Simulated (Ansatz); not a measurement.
# LiNbO3 (R3c): given cell or relaxed cell?

How far does the choice of cell move the gap? The case is LiNbO3 (R3c).

Calculated with Ansatz 0.2.0; PBE, HSE06 and G0W0, plane waves, PAW.

## (1) The starting structure

It takes space group R3c (No. 161, trigonal). Conventional cell: a = 5.152 Å, b = 5.152 Å, c = 13.869 Å, α = 90.00°, β = 90.00°, γ = 120.00°. Li has 6 O at 2.07 to 2.24 Å nearest. Nearest to Nb lie 6 O at 1.88 to 2.13 Å. O has 2 Nb at 1.88 to 2.13 Å and 2 Li at 2.07 to 2.24 Å nearest. Farther neighbours, and contacts between anions beyond the nearest, are not listed.

Coordinates:

```cif
data_structure
_symmetry_space_group_name_H-M 'R3c:H'
_symmetry_Int_Tables_number 161
_cell_length_a 5.1516
_cell_length_b 5.1516
_cell_length_c 13.8690
_cell_angle_alpha 90.000
_cell_angle_beta 90.000
_cell_angle_gamma 120.000
_cell_volume 318.76
loop_
_atom_site_label
_atom_site_type_symbol
_atom_site_symmetry_multiplicity
_atom_site_Wyckoff_symbol
_atom_site_fract_x
_atom_site_fract_y
_atom_site_fract_z
_atom_site_occupancy
Li1 Li 6 a 0.66667 0.33333 0.05183 1
Nb1 Nb 6 a 0.66667 0.33333 0.33328 1
O1 O 18 b 0.01050 0.38222 0.26991 1
```

The cell and positions come from the Crystallography Open Database and are kept as given unless a step says otherwise. The default PAW set here is soft_2. Its files were made with PBE.

## (2) PBE bands at the given cell

Levels along a band path, at the cheap level, show where the edges lie and whether the meshes to come will hold them.

This step: DFT, PBE, plane waves, PAW.

input.yaml reads:

```yaml
crystal:
  lattice:
    - [2.5758, 1.4871388234, 4.623]
    - [-2.5758, 1.4871388234, 4.623]
    - [0.0, -2.9742776468, 4.623]
  atoms:
    - { symbol: Li, position: [0.2815, 0.2815, 0.2815] }
    - { symbol: Li, position: [0.7815, 0.7815, 0.7815] }
    - { symbol: Nb, position: [5.5e-05, 5.5e-05, 5.5e-05] }
    - { symbol: Nb, position: [0.500055, 0.500055, 0.500055] }
    - { symbol: O, position: [0.11231, 0.35836, 0.71959] }
    - { symbol: O, position: [0.71959, 0.11231, 0.35836] }
    - { symbol: O, position: [0.35836, 0.71959, 0.11231] }
    - { symbol: O, position: [0.21959, 0.85836, 0.61231] }
    - { symbol: O, position: [0.85836, 0.61231, 0.21959] }
    - { symbol: O, position: [0.61231, 0.21959, 0.85836] }
kpoints:
  mp_grid: { grid: [6, 6, 6] }
  band_path:
    path:
      - [[0.0, 0.0, 0.0], [-0.5, -0.5, -0.5], [-0.5, -0.23565315, -0.76434685]]
      - [[-0.23565315, 0.23565315, -0.5], [0.0, 0.0, -0.5], [0.0, 0.0, 0.0], [0.0, 0.36782657, -0.36782657]]
      - [[-0.36782657, 0.0, -0.63217343], [-0.5, 0.0, -0.5], [0.0, 0.0, 0.0]]
    npoints: 10
hamiltonian:
  xc: pbe
scf:
  occupations: { method: fermi_dirac, width: 0.02 }
  n_extra_bands: 7
output:
  eigenvalues: true
  forces: true
  stress: true
  write_density: true
  write_potential: true
  elf: true
  volumetric_format: npy
```

Started as:

```
$ ansatz run input.yaml --threads 3 --pin off --max-ram 92160MiB --backend cuda --events-out ev --progress --plain --runs-dir out --devices 1 --max-vram 13GiB
```

What it wrote:

```text
scf.n_extra_bands = 7 over 34 filled bands (N_el = 68.0): the run solves 41 bands
GPUs: using 1 of 1 available (devices: 1).
Engine: ansatz 0.2.0, x86_64-unknown-linux-gnu
Pseudopotentials: kind: paw
Pseudopotential: Li, paw, valence charge 3, recommended cutoff 420 eV (normal), Li.paw.azcp
Pseudopotential: Nb, paw, valence charge 13, recommended cutoff 420 eV (normal), Nb.paw.azcp
Pseudopotential: O, paw, valence charge 6, recommended cutoff 420 eV (normal), O.paw.azcp
Functional definition: PBE
  parameter kappa = 0.804
  parameter beta = 0.066725
  exchange = pbe_x(kappa = kappa, mu = beta*pi^2/3)
  correlation = pbe_c(beta = beta)
device memory: the entry about to start is reckoned to put 2.3 GiB on a device that reports 49.1 GiB free (of which the cap on the GPU budget leaves the run 13.0 GiB)
GPU FFT provider: cuFFT
GPU libraries: cuBLAS 13.8.2, cuFFT 12.4.0, cuSOLVER 12.3.4
Crystal: 10 atoms, lattice volume = 106.252 Å³
Basis set: ecut = 420 eV, 2091 PW (Γ), exchange–correlation on 80×80×80 points (8 copies of the dense FFT grid, shifted against one another)
Bands: 41, of which v1, the nominal top of the filled ones, is band 34 counted from 1 (33 counted from 0)
Symmetry: 6 space group operations
Space group: R3c (ITA 161), of the structure as read, at distance tolerance 4.7e-5 Å
k-points: 32 of 216 (time reversal used)
Non-local potential: Li, projectors of the file, l = 0: 3, l = 1: 2, l = 2: 1
Non-local potential: Nb, projectors of the file, l = 0: 3, l = 1: 2, l = 2: 2, l = 3: 1
Non-local potential: O, projectors of the file, l = 0: 2, l = 1: 2, l = 2: 1
PAW form: soft (Blöchl's): semilocal exchange-correlation on the pseudo side does not see the compensation charge
PAW one-centre angular grid: Li, 110 points (default); XC on 64 Gauss nodes
PAW one-centre angular grid: Nb, 590 points (default); XC on 64 Gauss nodes
PAW one-centre angular grid: O, 110 points (default); XC on 64 Gauss nodes
Initial density: superposition of atomic densities (neutral atoms: chi_scale 0, normalization atom), corrected by the library's trained network
Initial wavefunctions: pseudopotential atomic-orbital guess
GPU buffer pool allocated for 64000 grid points (all kernels)
GPU transforms: local potential and band sums: pruned to the plane-wave sphere, on 40×40×40
Functional: x = pbe(κ = 0.804, μ = 0.219515), c = pbe(β = 0.066725)
SCF iter   1: F=—  HF=-12929.440924 eV  |F-HF|=—  |Δ(HF+E_count)|=         —  Δρ=1.57e-3  dr2=8.91e-4  ethr=1.77e-3  ⟨swp⟩=6.1  Hψ=5258  notcnv=0
preconditioner: auto → Resta (q_TF=auto, 2.533 Å⁻¹)  ε∞=6.5  [insulator: Δε(μ)=3.601 eV  Ē_g=10.606 eV  σ=0.020 eV  W_gap=1.00  n_scr=26 (ndim 8)  ℏωp=25.0 eV  f_vac=0.019  D(μ)=0.00/eV (n_scr^D=0)  ε∞_Penn≈6.5]
SCF iter   2: F=—  HF=-12929.442585 eV  |F-HF|=—  |Δ(HF+E_count)|=   1.66e-3  Δρ=8.59e-4  dr2=2.57e-4  ethr=1.31e-6  ⟨swp⟩=2.1  Hψ=2664  notcnv=0  defer=3
SCF iter   3: F=—  HF=-12929.443342 eV  |F-HF|=—  |Δ(HF+E_count)|=   7.58e-4  Δρ=3.76e-4  dr2=1.07e-4  ethr=3.78e-7  ⟨swp⟩=2.0  Hψ=2048  notcnv=0  defer=3
SCF iter   4: F=—  HF=-12929.443298 eV  |F-HF|=—  |Δ(HF+E_count)|=   4.42e-5  Δρ=7.23e-5  dr2=6.33e-6  ethr=1.57e-7  ⟨swp⟩=2.0  Hψ=1805  notcnv=0  defer=3
SCF iter   5: F=—  HF=-12929.443342 eV  |F-HF|=—  |Δ(HF+E_count)|=   4.32e-5  Δρ=2.44e-5  dr2=8.95e-7  ethr=9.30e-9  ⟨swp⟩=2.2  Hψ=1991  notcnv=0  defer=3
SCF iter   6: F=-12929.443342 eV  HF=-12929.443342 eV  |F-HF|=8.59e-8  |Δ(HF+E_count)|=   8.36e-7  Δρ=8.80e-6  dr2=9.22e-8  ethr=1.47e-10  ⟨swp⟩=10.8  Hψ=10256  notcnv=0
SCF 1 converged in 6 iterations: F = -12929.443342 eV  dr2 = 9.22e-8
[...]
device memory: the entry about to start is reckoned to put 2.4 GiB on a device that reports 48.8 GiB free (of which the cap on the GPU budget leaves the run 13.0 GiB)
NSCF: frozen V_eff on 73 k-points
SCF converged after 6 iterations
Free energy (F): -12929.443342 eV
Harris-Foulkes:  -12929.443342 eV  (|F-HF|=8.59e-8)
Internal energy: -12929.443342 eV  (E = F + TS)
E sigma→0 (E₀):  -12929.443342 eV
Fermi energy:    9.053286 eV
--- Per-component energies (eV) ---
  E_band       = -522.711618
  E_kinetic    = 1888.345674
  E_local      = -4295.003107  (includes V_loc(G=0)·N_el)
  E_nonlocal   = 450.284477
  E_hartree    = 1453.598867
  E_xc         = -818.445332
  E_vxc        = -1022.313293  (∫ρ·V_xc dr)
  E_paw        = -7134.324353  (= ΣΔE_a)
  E_vpaw       = -451.233482  (= ΣTr[D̂ρ^β])
  E_aug_tail   = 0.014761  (compensation charges beyond the density's cutoff)
  E_ewald      = -4473.914330
  E_smearing   = -0.000000  (= −TS)
  E_closure    = -0.000000  (closes the sum)
  Σ components = -12929.443342   (vs F -12929.443342, Δ=0.00e0)
--- Forces (eV/Å), atoms counted from 1 ---
  atom   1  Li     0.00000000     0.00000000     0.00481850
  atom   2  Li     0.00000000     0.00000000     0.00481850
  atom   3  Nb     0.00000000     0.00000000    -0.08726838
  atom   4  Nb    -0.00000000     0.00000000    -0.08726838
  atom   5  O     -0.18833488     0.07343041     0.02750402
  atom   6  O      0.03057484    -0.19981800     0.02750402
  atom   7  O      0.15776004     0.12638759     0.02750402
  atom   8  O     -0.15776004     0.12638759     0.02750402
  atom   9  O      0.18833488     0.07343041     0.02750402
  atom  10  O     -0.03057484    -0.19981800     0.02750402
  max |Σ_I F_I| component: 1.24e-4 eV/Å
--- Stress (GPa, compression-positive) ---
        4.711225       0.000000       0.000000
        0.000000       4.711225       0.000000
        0.000000       0.000000       4.483271
  P = ⅓ Tr σ = 4.6352 GPa (46.352 kbar)
--- Band table (eV; the first three rows and the last of 32) ---
  k-point 0: bands = [... 30 lower, 6.5643, 6.7834, 7.2529, 7.2529, 10.8730, 10.8730, 11.3421, 12.4544, ... 3 higher]
  k-point 1: bands = [... 30 lower, 6.7523, 6.8378, 7.1206, 7.1740, 10.9214, 10.9307, 11.3382, 12.3639, ... 3 higher]
  k-point 2: bands = [... 30 lower, 6.7809, 6.9205, 7.0375, 7.1746, 10.9558, 11.1822, 11.6773, 11.9956, ... 3 higher]
  k-point 31: bands = [... 30 lower, 6.9415, 6.9415, 6.9415, 6.9415, 11.9261, 11.9261, 12.1249, 12.1249, ... 3 higher]
```

It took 15 s on 1 × NVIDIA H100 80GB HBM3 (shared by 6 runs) with 3 threads of AMD EPYC 7R13 (Zen 3), shared host; peak memory 0.96 GiB; 5.8 s of CPU time.

In the SCF lines HF is the Harris–Foulkes energy and dr2 the Hartree energy of the density residual, in eV; the loop may stop once dr2 is under the threshold and the program's other checks hold. Hψ counts applications of the Hamiltonian.

Read from the output:

| Item | Value |
| --- | --- |
| pressure | 4.635 GPa |
| filled bands | 34 |
| gap | 3.584 eV |
| valence top at | k = (-0.150, -0.150, -0.150) |
| conduction bottom at | k = (-0.381, 0.000, -0.619) |
| least direct gap | 3.620 eV |

The gap is indirect, with the least direct gap 0.04 eV higher. The pressure of 5 GPa says that this functional would expand the cell; it is kept.

## (3) Relaxing cell and ions

A relaxation comes first: leftover forces or stress would pass straight into the levels.

input.yaml, the sections that differ from step 2:

```yaml
kpoints:
  mp_grid: { grid: [6, 6, 6] }
scf:
  occupations: { method: fermi_dirac, width: 0.02 }
relax:
  f_tol: 0.01
  max_steps: 60
  cell: {}
# crystal, hamiltonian: as in step 2
# output: removed
```

What it wrote:

```text
GPUs: using 1 of 1 available (devices: 1).
[...]
GPU FFT provider: cuFFT
GPU libraries: cuBLAS 13.8.2, cuFFT 12.4.0, cuSOLVER 12.3.4
Crystal: 10 atoms, lattice volume = 106.252 Å³
Basis set: ecut = 420 eV, 2091 PW (Γ), exchange–correlation on 80×80×80 points (8 copies of the dense FFT grid, shifted against one another)
Bands: 44, of which v1, the nominal top of the filled ones, is band 34 counted from 1 (33 counted from 0)
Symmetry: 6 space group operations
[...]
k-points: 32 of 216 (time reversal used)
[...]
GPU buffer pool allocated for 64000 grid points (all kernels)
[...]
SCF iter   1: F=—  HF=-12929.440824 eV  |F-HF|=—  |Δ(HF+E_count)|=         —  Δρ=1.58e-3  dr2=9.25e-4  ethr=1.77e-3  ⟨swp⟩=6.9  Hψ=5825  notcnv=0
[...]
SCF iter   6: F=-12929.443342 eV  HF=-12929.443342 eV  |F-HF|=6.40e-8  |Δ(HF+E_count)|=   8.19e-7  Δρ=8.56e-6  dr2=9.16e-8  ethr=1.47e-10  ⟨swp⟩=3.0  Hψ=5332  notcnv=0
SCF 1 converged in 6 iterations: F = -12929.443342 eV  dr2 = 9.16e-8
[...]
relax step   1: F+E_penalty+E_count = -12929.44334246 eV  Δ(F+E_penalty+E_count) = +0.000e0 eV  max|allowed force component| = 1.998e-1 eV/Å  Δτ_max = 0.0000 Å  P = +4.635 GPa  Ω = 106.252 Å³  (6 SCF iters, dr2 threshold 1.00e-7 eV, accepted)
[...]
relax step   2: F+E_penalty+E_count = -12929.46897654 eV  Δ(F+E_penalty+E_count) = -2.563e-2 eV  max|allowed force component| = 1.231e-1 eV/Å  Δτ_max = 0.0108 Å  P = +0.029 GPa  Ω = 108.451 Å³  energy of the carried Pulay correction = -8.783e-3 eV  (6 SCF iters, dr2 threshold 1.00e-6 eV, accepted)
[...]
relax step   4: F+E_penalty+E_count = -12929.46933809 eV  Δ(F+E_penalty+E_count) = -1.483e-5 eV  max|allowed force component| = 3.865e-2 eV/Å  Δτ_max = 0.0049 Å  P = -0.040 GPa  Ω = 108.768 Å³  energy of the carried Pulay correction = -1.003e-2 eV  (5 SCF iters, dr2 threshold 4.99e-7 eV, accepted)
[...]
relax step   6: F+E_penalty+E_count = -12929.46933540 eV  Δ(F+E_penalty+E_count) = -3.809e-5 eV  max|allowed force component| = 3.852e-3 eV/Å  Δτ_max = 0.0022 Å  P = -0.044 GPa  Ω = 108.829 Å³  energy of the carried Pulay correction = -1.028e-2 eV  (5 SCF iters, dr2 threshold 1.06e-8 eV, accepted)
[...]
relax step   8: F+E_penalty+E_count = -12929.48076572 eV  Δ(F+E_penalty+E_count) = -1.128e-2 eV  max|allowed force component| = 1.326e-3 eV/Å  Δτ_max = 0.0000 Å  P = +0.184 GPa  Ω = 108.794 Å³  stress off target by 1.96e-1 GPa  SCF on the basis re-selected at this cell (its energy is not comparable with the rows above)  (6 SCF iters)
[...]
relax step  10: F+E_penalty+E_count = -12929.48017920 eV  Δ(F+E_penalty+E_count) = -2.048e-4 eV  max|allowed force component| = 2.790e-4 eV/Å  Δτ_max = 0.0009 Å  P = +0.004 GPa  Ω = 108.966 Å³  energy of the carried Pulay correction = -6.818e-4 eV  (5 SCF iters, dr2 threshold 4.33e-8 eV, accepted)
[...]
relax step  11: F+E_penalty+E_count = -12929.48103536 eV  Δ(F+E_penalty+E_count) = -8.562e-4 eV  max|allowed force component| = 2.666e-4 eV/Å  Δτ_max = 0.0000 Å  P = +0.009 GPa  Ω = 108.966 Å³  stress off target by 1.28e-2 GPa  SCF on the basis re-selected at this cell (its energy is not comparable with the rows above)  (5 SCF iters)
[...]
SCF converged after 5 iterations
Free energy (F): -12929.481035 eV
[...]
Internal energy: -12929.481035 eV  (E = F + TS)
E sigma→0 (E₀):  -12929.481035 eV
Fermi energy:    8.703012 eV
[...]
--- Forces (eV/Å), atoms counted from 1 ---
  atom   1  Li     0.00000000    -0.00000000     0.00011693
  atom   2  Li     0.00000000     0.00000000     0.00011693
  atom   3  Nb     0.00000000     0.00000000    -0.00026638
  atom   4  Nb    -0.00000000    -0.00000000    -0.00026638
  atom   5  O     -0.00012952    -0.00022277     0.00005014
  atom   6  O      0.00025768    -0.00000079     0.00005014
  atom   7  O     -0.00012816     0.00022355     0.00005014
  atom   8  O      0.00012816     0.00022355     0.00005014
  atom   9  O      0.00012952    -0.00022277     0.00005014
  atom  10  O     -0.00025768    -0.00000079     0.00005014
  max |Σ_I F_I| component: 1.93e-6 eV/Å
--- Stress (GPa, compression-positive) ---
        0.012770       0.000000      -0.000000
        0.000000       0.012770       0.000000
       -0.000000       0.000000       0.002101
  P = ⅓ Tr σ = 0.0092 GPa (0.092 kbar)
--- Band table (eV; the first three rows and the last of 32) ---
  k-point 0: bands = [... 30 lower, 6.2287, 6.4325, 6.9265, 6.9265, 10.5140, 10.5140, 10.9736, 12.0101, ... 6 higher]
  k-point 1: bands = [... 30 lower, 6.4157, 6.4968, 6.8000, 6.8434, 10.5505, 10.5662, 10.9614, 11.8936, ... 6 higher]
  k-point 2: bands = [... 30 lower, 6.4660, 6.5865, 6.7052, 6.8386, 10.5646, 10.7956, 11.2761, 11.5420, ... 6 higher]
  k-point 31: bands = [... 30 lower, 6.6192, 6.6192, 6.6192, 6.6192, 11.4911, 11.4911, 11.6926, 11.6926, ... 6 higher]
--- Relaxed structure (9 steps of the walk, 9 accepted, 2 SCFs on fresh bases) ---
  F+E_penalty+E_count = -12929.48103536 eV   max|allowed force component| = 2.666e-4 eV/Å   (the final SCF, on the basis selected at the relaxed cell)
  cell:  # Å, volume = 108.9658 Å³
    - [2.594837, 1.498130, 4.671748]
    - [-2.594837, 1.498130, 4.671748]
    - [2.254997e-18, -2.996260, 4.671748]
  atoms:
    - { symbol: Li, position: [0.281672, 0.281672, 0.281672] }
    - { symbol: Li, position: [0.781672, 0.781672, 0.781672] }
    - { symbol: Nb, position: [0.000449072, 0.000449072, 0.000449072] }
    - { symbol: Nb, position: [0.500449, 0.500449, 0.500449] }
    - { symbol: O, position: [0.110540, 0.358051, 0.721103] }
    - { symbol: O, position: [0.721103, 0.110540, 0.358051] }
    - { symbol: O, position: [0.358051, 0.721103, 0.110540] }
    - { symbol: O, position: [0.221103, 0.858051, 0.610540] }
    - { symbol: O, position: [0.858051, 0.610540, 0.221103] }
    - { symbol: O, position: [0.610540, 0.221103, 0.858051] }
```

The job ended after 47 s (1 × NVIDIA H100 80GB HBM3 (shared by 6 runs) with 3 threads; peak memory 0.98 GiB).

Relaxation path:

```tsv
step	energy less that of the first step (eV)	largest force component (eV/Å)	pressure (GPa)	volume (Å³)
1	0.0000	0.1998	4.64	106.25
2	-0.0256	0.1231	0.03	108.45
3	-0.0260	0.0894	-0.03	108.59
4	-0.0260	0.0386	-0.04	108.77
5	-0.0260	0.0130	-0.01	108.83
6	-0.0260	0.0039	-0.04	108.83
7	-0.0261	0.0011	0.00	108.79
8*	-0.0374	0.0013	0.18	108.79
9	-0.0366	0.0086	-0.11	109.01
10	-0.0368	0.0003	0.00	108.97
11*	-0.0377	0.0003	0.01	108.97
```

Relaxation steps marked * repeat the geometry before them on a plane-wave basis chosen anew for their cell, so energy and pressure can jump there.

Forces are held to the 6 operations that the program found; a distortion that breaks them can't arise in this run.

```tsv
conventional cell, symmetrised	before	after	change
a (Å)	5.152	5.190	+0.7 %
b (Å)	5.152	5.190	+0.7 %
c (Å)	13.869	14.015	+1.1 %
volume (Å³/atom)	10.63	10.90	+2.6 %
```

The relaxed structure:

```cif
data_structure
_symmetry_space_group_name_H-M 'P 1'
_symmetry_Int_Tables_number 1
_cell_length_a 5.5500
_cell_length_b 5.5500
_cell_length_c 5.5500
_cell_angle_alpha 55.749
_cell_angle_beta 55.749
_cell_angle_gamma 55.749
_cell_volume 108.97
loop_
_atom_site_label
_atom_site_type_symbol
_atom_site_fract_x
_atom_site_fract_y
_atom_site_fract_z
_atom_site_occupancy
Li1 Li 0.28167 0.28167 0.28167 1
Li2 Li 0.78167 0.78167 0.78167 1
Nb3 Nb 0.00045 0.00045 0.00045 1
Nb4 Nb 0.50045 0.50045 0.50045 1
O5 O 0.11054 0.35805 0.72110 1
O6 O 0.72110 0.11054 0.35805 1
O7 O 0.35805 0.72110 0.11054 1
O8 O 0.22110 0.85805 0.61054 1
O9 O 0.85805 0.61054 0.22110 1
O10 O 0.61054 0.22110 0.85805 1
```

## (4) PBE at the relaxed cell

input.yaml reads:

```yaml
crystal:
  lattice:
    - [2.594837193, 1.4981299519, 4.6717482614]
    - [-2.594837193, 1.4981299519, 4.6717482614]
    - [0.0, -2.9962599038, 4.6717482614]
  atoms:
    - { symbol: Li, position: [0.2816720188, 0.2816720188, 0.2816720188] }
    - { symbol: Li, position: [0.7816720188, 0.7816720188, 0.7816720188] }
    - { symbol: Nb, position: [0.000449072, 0.000449072, 0.000449072] }
    - { symbol: Nb, position: [0.500449072, 0.500449072, 0.500449072] }
    - { symbol: O, position: [0.1105402833, 0.3580509445, 0.7211026814] }
    - { symbol: O, position: [0.7211026814, 0.1105402833, 0.3580509445] }
    - { symbol: O, position: [0.3580509445, 0.7211026814, 0.1105402833] }
    - { symbol: O, position: [0.2211026814, 0.8580509445, 0.6105402833] }
    - { symbol: O, position: [0.8580509445, 0.6105402833, 0.2211026814] }
    - { symbol: O, position: [0.6105402833, 0.2211026814, 0.8580509445] }
kpoints:
  mp_grid: { grid: [6, 6, 6] }
  band_path:
    path:
      - [[0.0, 0.0, 0.0], [-0.5, -0.5, -0.5], [-0.5, -0.23565315, -0.76434685]]
      - [[-0.23565315, 0.23565315, -0.5], [0.0, 0.0, -0.5], [0.0, 0.0, 0.0], [0.0, 0.36782657, -0.36782657]]
      - [[-0.36782657, 0.0, -0.63217343], [-0.5, 0.0, -0.5], [0.0, 0.0, 0.0]]
    npoints: 10
hamiltonian:
  xc: pbe
scf:
  occupations: { method: fermi_dirac, width: 0.02 }
  n_extra_bands: 7
output:
  eigenvalues: true
  forces: true
  stress: true
  write_density: true
  write_potential: true
  elf: true
  volumetric_format: npy
```

What it wrote:

```text
[...]
GPUs: using 1 of 1 available (devices: 1).
[...]
GPU FFT provider: cuFFT
GPU libraries: cuBLAS 13.8.2, cuFFT 12.4.0, cuSOLVER 12.3.4
Crystal: 10 atoms, lattice volume = 108.966 Å³
Basis set: ecut = 420 eV, 2139 PW (Γ), exchange–correlation on 80×80×80 points (8 copies of the dense FFT grid, shifted against one another)
[...]
k-point 0: bands = [... 30 lower, 6.2287, 6.4324, 6.9265, 6.9265, 10.5140, 10.5140, 10.9736, 12.0100, ... 3 higher]
  k-point 1: bands = [... 30 lower, 6.4156, 6.4967, 6.7999, 6.8433, 10.5505, 10.5662, 10.9614, 11.8936, ... 3 higher]
  k-point 2: bands = [... 30 lower, 6.4659, 6.5864, 6.7051, 6.8385, 10.5646, 10.7956, 11.2760, 11.5420, ... 3 higher]
  k-point 31: bands = [... 30 lower, 6.6191, 6.6191, 6.6191, 6.6191, 11.4911, 11.4911, 11.6926, 11.6926, ... 3 higher]
[key lines of the parts left out:]
SCF converged after 6 iterations
Free energy (F): -12929.481035 eV
Fermi energy:    8.702974 eV
P = ⅓ Tr σ = 0.0091 GPa (0.091 kbar)
```

Run time: 16 s. Hardware: 1 × NVIDIA H100 80GB HBM3 (shared by 6 runs) with 3 threads; peak memory 0.97 GiB; 11 s of CPU time.

This step gave:

```
pressure             : 0.009145 GPa
gap                  : 3.536 eV
valence top at       : k = (-0.100, -0.100, -0.100)
conduction bottom at : k = (-0.381, 0.000, -0.619)
least direct gap     : 3.588 eV
```

The gap is indirect, with the least direct gap 0.05 eV higher.

[end of part 1 of 2]

[Long decimals in the printed logs are rounded to 6 places.]

[Logs are printed without paths, hosts, clocks, repeated set-up lines and the standing remarks that a program may print on its own settings, such as how far it seeks lower states.]

[Paths, hosts, dates, memory and timing lines, banners, echoed tables and standing remarks are left out of the program output; an Ansatz launch command may be rebuilt from the run's recorded settings. Measured values are a selection of at most five: reports struck by readers or far from the other reports are left out. None is set beside runs whose start may be inverted or whose files or cutoffs have a known fault.]

[Runs of the session that timed out or met a known fault of the program may be left out.]

[Cells called generated may have been cut or substituted from an entry of the Crystallography Open Database or the Materials Project.]

[Hosts, paths, dates, database ids (printed as entryN), source tags and the programs' standing remarks are cut or masked in the printed files.]

[Where the starting crystal was built by hand or by swapping elements, it need not be the compound's stable phase.]
